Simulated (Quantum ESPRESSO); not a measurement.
**Magnetic state of Sr2Fe2S2OF2 from several starts**

Does Sr2Fe2S2OF2 prefer parallel or opposed moments?

Program: Quantum ESPRESSO 7.5. Level of theory: PBEsol with U = 4.5 eV on Fe d (ortho-atomic projectors); plane waves with GBRV 1.5 PBEsol potentials, no spin-orbit coupling. Results are calculated unless marked as measured.

### 1. The starting structure

It takes space group I4/mmm (No. 139, tetragonal). Conventional cell: a = 4.040 Å, b = 4.040 Å, c = 17.998 Å, α = 90.00°, β = 90.00°, γ = 90.00°. Nearest to Sr lie 4 F at 2.47 Å and 1 O at 3.08 Å and 4 S at 3.18 Å. Fe has 2 O at 2.02 Å and 4 S at 2.63 Å nearest. Nearest to S lie 4 Fe at 2.63 Å and 4 Sr at 3.18 Å. O has 4 Fe at 2.02 Å and 2 Sr at 3.08 Å nearest. Nearest to F lie 4 Sr at 2.47 Å. Farther neighbours and most contacts between anions are not listed.

The cell comes from the Crystallography Open Database.

### 2. Run 1 (ferro ++)

The signs are those of the starting moments on the seeded atoms, the atoms that are given a moment.

pw.in

```
&CONTROL
  calculation = 'scf'
  prefix = 'pwscf'
  outdir = './tmp'
  pseudo_dir = './pseudo'
  disk_io = 'nowf'
/
&SYSTEM
  ibrav = 0
  celldm(1) = 8
  nat = 9
  ntyp = 5
  ecutwfc = 40
  ecutrho = 280
  nbnd = 59
  occupations = 'smearing'
  smearing = 'fd'
  degauss = 0.00367493
  nspin = 2
  starting_magnetization(1) = 0
  starting_magnetization(2) = 0.25
  starting_magnetization(3) = 0
  starting_magnetization(4) = 0
  starting_magnetization(5) = 0
/
&ELECTRONS
  conv_thr = 1.8d-08
  electron_maxstep = 150
  mixing_beta = 0.3
/
ATOMIC_SPECIES
Sr     87.6200 sr_pbesol_v1.uspp.F.UPF
Fe     55.8450 fe_pbesol_v1.5.uspp.F.UPF
S      32.0600 s_pbesol_v1.4.uspp.F.UPF
O      15.9990 o_pbesol_v1.2.uspp.F.UPF
F      18.9984 f_pbesol_v1.4.uspp.F.UPF
CELL_PARAMETERS alat
  -0.4771558464680    0.4771558464680    2.1257056744384
   0.4771558464680   -0.4771558464680    2.1257056744384
   0.4771558464680    0.4771558464680   -2.1257056744384
ATOMIC_POSITIONS crystal
Sr      0.6710000000    0.6710000000    0.0000000000
Sr      0.3290000000    0.3290000000    0.0000000000
Fe      0.0000000000    0.5000000000    0.5000000000
Fe      0.5000000000    0.0000000000    0.5000000000
S       0.0938100000    0.0938100000    0.0000000000
S       0.9061900000    0.9061900000    0.0000000000
O       0.5000000000    0.5000000000    0.0000000000
F       0.2500000000    0.7500000000    0.5000000000
F       0.7500000000    0.2500000000    0.5000000000
K_POINTS automatic
8 8 8 0 0 0
HUBBARD {ortho-atomic}
U Fe-3d 4.5000
```

On the command line:

```sh
$ OMP_NUM_THREADS=1 mpirun -n 4 pw.x -nk 4 -in pw.in > pw.out
```

Log:

```text
Program PWSCF v.7.5 starts

     Message from routine setup:
     using ibrav=0 with symmetry is DISCOURAGED, use correct ibrav instead

     K-points division:     npool     =       4
     Subspace diagonalization in iterative solution of the eigenvalue problem:

     G-vector sticks info
     --------------------
     sticks:   dense  smooth     PW     G-vecs:    dense   smooth      PW
     Sum        4087    2333    813                78531    33817    7001

     Using Slab Decomposition

     bravais-lattice index     =            0
     lattice parameter (alat)  =       8.0000  a.u.
     unit-cell volume          =     991.1824 (a.u.)^3
     number of atoms/cell      =            9
     number of atomic types    =            5
     number of electrons       =        84.00
     number of Kohn-Sham states=           59
     kinetic-energy cutoff     =      40.0000  Ry
     charge density cutoff     =     280.0000  Ry
     scf convergence threshold =      1.8E-08
     mixing beta               =       0.3000
     number of iterations used =            8  plain     mixing
     Exchange-correlation= SLA  PW   PSX  PSC
                           (   1   4  10   8   0   0   0)
     Hubbard projectors: ortho-atomic
     Hubbard parameters of DFT+U (Dudarev formulation) in eV:
     U(Fe-3d) =  4.5000

     Internal variables: lda_plus_u =T, lda_plus_u_kind = 0

     Internal variables: orbital_resolved =F, hub_pot_fix =F, apply_U = F

     celldm(1)=   8.000000  celldm(2)=   0.000000  celldm(3)=   0.000000
     celldm(4)=   0.000000  celldm(5)=   0.000000  celldm(6)=   0.000000

     crystal axes: (cart. coord. in units of alat)
               a(1) = (  -0.477156   0.477156   2.125706 )
               a(2) = (   0.477156  -0.477156   2.125706 )
               a(3) = (   0.477156   0.477156  -2.125706 )

     reciprocal axes: (cart. coord. in units 2 pi/alat)
               b(1) = ( -0.000000  1.047876  0.235216 )
               b(2) = (  1.047876 -0.000000  0.235216 )
               b(3) = (  1.047876  1.047876  0.000000 )

     PseudoPot. # 1 for Sr read from file:
     sr_pbesol_v1.uspp.F.UPF
     Pseudo is Ultrasoft + core correction, Zval = 10.0
     Generated by new atomic code, or converted to UPF format
     Using radial grid of  883 points,  6 beta functions with:
                l(1) =   0
                l(2) =   0
                l(3) =   1
                l(4) =   1
                l(5) =   2
                l(6) =   2
     Q(r) pseudized with  6 coefficients,  rinner =    1.400   1.400   1.400
                                                       1.400   1.400

     PseudoPot. # 2 for Fe read from file:
     fe_pbesol_v1.5.uspp.F.UPF
     Pseudo is Ultrasoft + core correction, Zval = 16.0
     Generated by new atomic code, or converted to UPF format
     Using radial grid of  861 points,  6 beta functions with:
                l(1) =   0
                l(2) =   0
                l(3) =   1
                l(4) =   1
                l(5) =   2
                l(6) =   2
     Q(r) pseudized with  8 coefficients,  rinner =    1.000   1.000   1.000
                                                       1.000   1.000

     PseudoPot. # 3 for S  read from file:
     s_pbesol_v1.4.uspp.F.UPF
     Pseudo is Ultrasoft + core correction, Zval =  6.0
     Generated by new atomic code, or converted to UPF format
     Using radial grid of  907 points,  6 beta functions with:
                l(1) =   0
                l(2) =   0
                l(3) =   1
                l(4) =   1
                l(5) =   2
                l(6) =   2
     Q(r) pseudized with  8 coefficients,  rinner =    1.300   1.300   1.300
                                                       1.300   1.300

     PseudoPot. # 4 for O  read from file:
     o_pbesol_v1.2.uspp.F.UPF
     Pseudo is Ultrasoft + core correction, Zval =  6.0
     Generated by new atomic code, or converted to UPF format
     Using radial grid of  737 points,  5 beta functions with:
                l(1) =   0
                l(2) =   0
                l(3) =   1
                l(4) =   1
                l(5) =   2
     Q(r) pseudized with  8 coefficients,  rinner =    0.900   0.900   0.900
                                                       0.900   0.900

     PseudoPot. # 5 for F  read from file:
     f_pbesol_v1.4.uspp.F.UPF
     Pseudo is Ultrasoft, Zval =  7.0
     Generated by new atomic code, or converted to UPF format
     Using radial grid of  799 points,  4 beta functions with:
                l(1) =   0
                l(2) =   0
                l(3) =   1
                l(4) =   1
     Q(r) pseudized with  8 coefficients,  rinner =    0.950   0.950   0.950

     atomic species   valence    mass     pseudopotential
     Sr               10.00    87.62000     Sr( 1.00)
     Fe               16.00    55.84500     Fe( 1.00)
     S                 6.00    32.06000     S ( 1.00)
     O                 6.00    15.99900     O ( 1.00)
     F                 7.00    18.99840     F ( 1.00)

     Starting magnetic structure
     atomic species   magnetization
     Sr              0.000
     Fe              0.250
     S               0.000
     O               0.000
     F               0.000

     16 Sym. Ops., with inversion, found

   Cartesian axes

     site n.     atom                  positions (alat units)
         1        Sr     tau(   1) = (   0.0000000   0.0000000   2.8526970  )
         2        Sr     tau(   2) = (   0.0000000   0.0000000   1.3987143  )
         3        Fe     tau(   3) = (   0.4771558   0.0000000   0.0000000  )
         4        Fe     tau(   4) = (   0.0000000   0.4771558   0.0000000  )
         5        S      tau(   5) = (  -0.0000000  -0.0000000   0.3988249  )
         6        S      tau(   6) = (   0.0000000   0.0000000   3.8525865  )
         7        O      tau(   7) = (   0.0000000   0.0000000   2.1257057  )
         8        F      tau(   8) = (   0.4771558  -0.0000000   1.0628528  )
         9        F      tau(   9) = (   0.0000000   0.4771558   1.0628528  )

     number of k points=    59  Fermi-Dirac smearing, width (Ry)=  0.0037
                       cart. coord. in units 2pi/alat
        k(    1) = (   0.0000000   0.0000000   0.0000000), wk =   0.0019531
        k(    2) = (   0.1309845   0.1309845   0.0000000), wk =   0.0078125
        k(    3) = (   0.2619689   0.2619689   0.0000000), wk =   0.0078125
        k(    4) = (   0.3929534   0.3929534   0.0000000), wk =   0.0078125
        k(    5) = (  -0.5239378  -0.5239378   0.0000000), wk =   0.0039062
        [... 54 further k-points ...]

     Dense  grid:    78531 G-vectors     FFT dimensions: (  96,  96,  96)

     Smooth grid:    33817 G-vectors     FFT dimensions: (  72,  72,  72)

     Check: negative core charge=   -0.000018
     Generating pointlists ...
     new r_m :   0.2407 (alat units)  1.9256 (a.u.) for type    1
     new r_m :   0.1968 (alat units)  1.5746 (a.u.) for type    2
     new r_m :   0.2565 (alat units)  2.0522 (a.u.) for type    3
     new r_m :   0.1968 (alat units)  1.5746 (a.u.) for type    4
     new r_m :   0.2407 (alat units)  1.9256 (a.u.) for type    5

     Initial potential from superposition of free atoms

     starting charge      81.9384, renormalised to      84.0000

     negative rho (up, down):  6.553E-02 6.553E-02

     STARTING HUBBARD OCCUPATIONS:

     =================== HUBBARD OCCUPATIONS ===================
     ------------------------ ATOM    3 ------------------------
     Tr[ns(  3)] (up, down, total) =   5.00000  0.00000  5.00000
     Atomic magnetic moment for atom   3 =   5.00000
     [... lines left out ...]
     ------------------------ ATOM    4 ------------------------
     Tr[ns(  4)] (up, down, total) =   5.00000  0.00000  5.00000
     Atomic magnetic moment for atom   4 =   5.00000
     [... lines left out ...]
     Number of occupied Hubbard levels =   10.0000

     Atomic wfc used for Hubbard projectors are orthogonalized

     Starting wfcs are   72 randomized atomic wfcs

     Self-consistent Calculation

     iteration #  1     ecut=    40.00 Ry     beta= 0.30
     Davidson diagonalization with overlap
     ethr =  1.00E-02,  avg # of iterations =  5.6

     =================== HUBBARD OCCUPATIONS ===================
     ------------------------ ATOM    3 ------------------------
     Tr[ns(  3)] (up, down, total) =   4.95674  4.49983  9.45657
     Atomic magnetic moment for atom   3 =   0.45690
     [... lines left out ...]
     ------------------------ ATOM    4 ------------------------
     Tr[ns(  4)] (up, down, total) =   4.95674  4.49983  9.45657
     Atomic magnetic moment for atom   4 =   0.45690
     [... lines left out ...]
     Number of occupied Hubbard levels =   18.9131

     negative rho (up, down):  6.449E-02 6.450E-02

     total energy              =    -787.85481173 Ry
     estimated scf accuracy    <      68.33035674 Ry

     total magnetization       =     1.06 Bohr mag/cell
     absolute magnetization    =     1.84 Bohr mag/cell

     iteration #  2     ecut=    40.00 Ry     beta= 0.30
     Davidson diagonalization with overlap
     ethr =  1.00E-02,  avg # of iterations =  7.6

     negative rho (up, down):  6.379E-02 6.380E-02

     total energy              =    -794.36767287 Ry
     estimated scf accuracy    <     457.26803602 Ry

     total magnetization       =     0.01 Bohr mag/cell
     absolute magnetization    =     0.17 Bohr mag/cell

     iteration #  3     ecut=    40.00 Ry     beta= 0.30
     Davidson diagonalization with overlap
     ethr =  1.00E-02,  avg # of iterations =  7.5

     negative rho (up, down):  6.364E-02 6.364E-02

     total energy              =    -818.43181909 Ry
     estimated scf accuracy    <       7.00660320 Ry

     total magnetization       =     6.05 Bohr mag/cell
     absolute magnetization    =     6.08 Bohr mag/cell

     [... further iterations left out ...]

     iteration # 17     ecut=    40.00 Ry     beta= 0.30
     Davidson diagonalization with overlap
     ethr =  9.93E-10,  avg # of iterations =  2.1

     negative rho (up, down):  6.657E-02 6.653E-02

     total energy              =    -818.47525003 Ry
     estimated scf accuracy    <       0.00000039 Ry

     total magnetization       =     8.00 Bohr mag/cell
     absolute magnetization    =     8.04 Bohr mag/cell

     iteration # 18     ecut=    40.00 Ry     beta= 0.30
     Davidson diagonalization with overlap
     ethr =  4.69E-10,  avg # of iterations =  2.1

     negative rho (up, down):  6.657E-02 6.653E-02

     total energy              =    -818.47525033 Ry
     estimated scf accuracy    <       0.00000017 Ry

     total magnetization       =     8.00 Bohr mag/cell
     absolute magnetization    =     8.04 Bohr mag/cell

     iteration # 19     ecut=    40.00 Ry     beta= 0.30
     Davidson diagonalization with overlap
     ethr =  2.02E-10,  avg # of iterations =  2.4

     negative rho (up, down):  6.657E-02 6.653E-02

     total energy              =    -818.47525075 Ry
     estimated scf accuracy    <       0.00000003 Ry

     total magnetization       =     8.00 Bohr mag/cell
     absolute magnetization    =     8.04 Bohr mag/cell

     iteration # 20     ecut=    40.00 Ry     beta= 0.30
     Davidson diagonalization with overlap
     ethr =  3.69E-11,  avg # of iterations =  2.8

     negative rho (up, down):  6.657E-02 6.653E-02

     Magnetic moment per site  (integrated on atomic sphere of radius R)
     atom   1 (R=0.241)  charge=  7.0442  magn=  0.0058
     atom   2 (R=0.241)  charge=  7.0442  magn=  0.0058
     atom   3 (R=0.197)  charge= 13.2336  magn=  3.3456
     atom   4 (R=0.197)  charge= 13.2336  magn=  3.3456
     atom   5 (R=0.257)  charge=  4.7149  magn=  0.1214
     atom   6 (R=0.257)  charge=  4.7149  magn=  0.1214
     atom   7 (R=0.197)  charge=  5.5691  magn=  0.1968
     atom   8 (R=0.241)  charge=  7.2067  magn=  0.0028
     atom   9 (R=0.241)  charge=  7.2067  magn=  0.0028

     End of self-consistent calculation

     =================== HUBBARD OCCUPATIONS ===================
     ------------------------ ATOM    3 ------------------------
     Tr[ns(  3)] (up, down, total) =   4.91944  1.23419  6.15362
     Atomic magnetic moment for atom   3 =   3.68525
     [... lines left out ...]
     ------------------------ ATOM    4 ------------------------
     Tr[ns(  4)] (up, down, total) =   4.91944  1.23419  6.15362
     Atomic magnetic moment for atom   4 =   3.68525
     [... lines left out ...]
     Number of occupied Hubbard levels =   12.3072

     Number of k-points >= 100: set verbosity='high' to print the bands.

     the Fermi energy is     9.4886 ev

!    total energy              =    -818.47525083 Ry
     estimated scf accuracy    <          6.3E-09 Ry
     smearing contrib. (-TS)   =      -0.00000001 Ry
     internal energy E=F+TS    =    -818.47525082 Ry

     The total energy is F=E-TS. E is the sum of the following terms:
     one-electron contribution =    -553.09897970 Ry
     hartree contribution      =     314.82238170 Ry
     xc contribution           =    -137.09011652 Ry
     ewald contribution        =    -443.24765987 Ry
     Hubbard energy            =       0.13912357 Ry

     total magnetization       =     8.00 Bohr mag/cell
     absolute magnetization    =     8.04 Bohr mag/cell

     convergence has been achieved in  20 iterations

=------------------------------------------------------------------------------=
   JOB DONE.
=------------------------------------------------------------------------------=
```

It took 11 min on 4 MPI ranks of Intel Xeon Platinum 8559C (Emerald Rapids), shared host; peak memory 2 GiB; 45 min of CPU time.

Spin moment in the atom's sphere by atom:

| atom | spin moment in the atom's sphere (μB) |
| --- | --- |
| Sr1 | 0.01 |
| Sr2 | 0.01 |
| Fe3 | 3.35 |
| Fe4 | 3.35 |
| S5 | 0.12 |
| S6 | 0.12 |
| O7 | 0.20 |
| F8 | 0.00 |
| F9 | 0.00 |

Numbers from this step:

```
smearing term TS       : 8.92e-8 eV
magnetization          : 8 μB
absolute magnetization : 8.036 μB
final state            : ferromagnetic
```

Spin density in the ac plane of the conventional cell at fractional y = 0.000, with atoms of Sr and Fe and S and O and F within 0.2 Å of it.

Ten even steps from '_' (0.0 e/Å³) to '@' (3.9 e/Å³), each cell a mean:
```
__________..==++--__________
____________________________
____________________________
____________________________
____________________________
____________________________
____________________________
____________________________
____________________________
____________________________
____________________________
__________--@@@@**..________
__________::++++==..________
____________________________
____________________________
____________________________
____________________________
____________________________
____________________________
____________________________
____________________________
____________________________
____________________________
__________::##@@==..________
```
Columns run along a (4.0 Å), rows up along c (18.0 Å), edges of the conventional cell, whose origin can differ from the input's. Atoms in or near the plane, at fractional coordinates: Sr at (0.00, 0.67), Sr at (0.00, 0.33), Fe at (0.50, 0.00), Fe at (0.50, 0.50), S at (0.00, 0.09), S at (0.00, 0.91), O at (0.00, 0.50), F at (0.50, 0.25), F at (0.50, 0.75).

Valence density in the ac plane of the conventional cell at fractional y = 0.000, with atoms of Sr and Fe and S and O and F within 0.2 Å of it. It is the smooth field of the valence electrons, not physical close to the nuclei.

Values in e/Å³, 24 rows by 14 columns, each cell a mean:
```
 0  0  0  0  1  3  9 12  7  2  0  0  0  0
 1  1  1  1  0  0  0  0  0  0  0  1  1  1
 1  1  1  1  0  0  0  0  0  0  0  1  1  1
 1  0  0  0  0  0  0  0  0  0  0  0  0  1
 0  0  0  0  0  0  0  0  0  0  0  0  0  0
 0  0  0  0  1  2  6  8  4  1  0  0  0  0
 1  1  0  0  0  2  4  5  3  1  0  0  1  1
 0  2  2  1  0  0  0  0  0  0  0  1  2  1
 2  2  1  0  0  0  0  0  0  0  0  1  2  2
 0  0  0  0  0  0  0  0  0  0  0  0  0  0
 0  0  0  0  0  0  1  1  0  0  0  0  0  0
 5  3  1  1  1  5 14 16 10  2  0  1  2  4
 4  2  1  0  1  3  9 12  7  1  0  1  1  3
 0  0  0  0  0  0  0  0  0  0  0  0  0  0
 1  0  0  0  0  0  0  0  0  0  0  0  0  0
 1  2  2  1  0  0  0  0  0  0  0  1  2  2
 1  2  2  1  0  0  0  0  0  0  0  1  2  2
 0  0  0  0  1  2  6  8  5  1  0  0  0  0
 0  0  0  0  0  2  4  5  3  1  0  0  0  0
 0  0  0  0  0  0  0  0  0  0  0  0  0  0
 1  1  0  0  0  0  0  0  0  0  0  0  1  1
 1  1  1  1  0  0  0  0  0  0  0  1  1  1
 1  1  1  0  0  0  1  1  0  0  0  1  1  1
 0  0  0  0  1  5 14 16 11  2  0  0  0  0
```
Columns run along a (4.0 Å), rows up along c (18.0 Å), edges of the conventional cell, whose origin can differ from the input's. Atoms in or near the plane, at fractional coordinates: Sr at (0.00, 0.67), Sr at (0.00, 0.33), Fe at (0.50, 0.00), Fe at (0.50, 0.50), S at (0.00, 0.09), S at (0.00, 0.91), O at (0.00, 0.50), F at (0.50, 0.25), F at (0.50, 0.75).

[end of part 1 of 2]

[Logs and program files are shortened in this print: banners, set-up blocks, solver, clock and traceback lines can be left out without a mark of their own.]

[Logs are printed without paths, hosts, clocks, repeated set-up lines and the standing remarks that a program may print on its own settings, such as how far it seeks lower states.]

[Hosts, paths, dates, database ids (printed as entryN), source tags and the programs' standing remarks are cut or masked in the printed files.]

[Where a cell is said to come from a database of computed structures, the database is the Materials Project.]
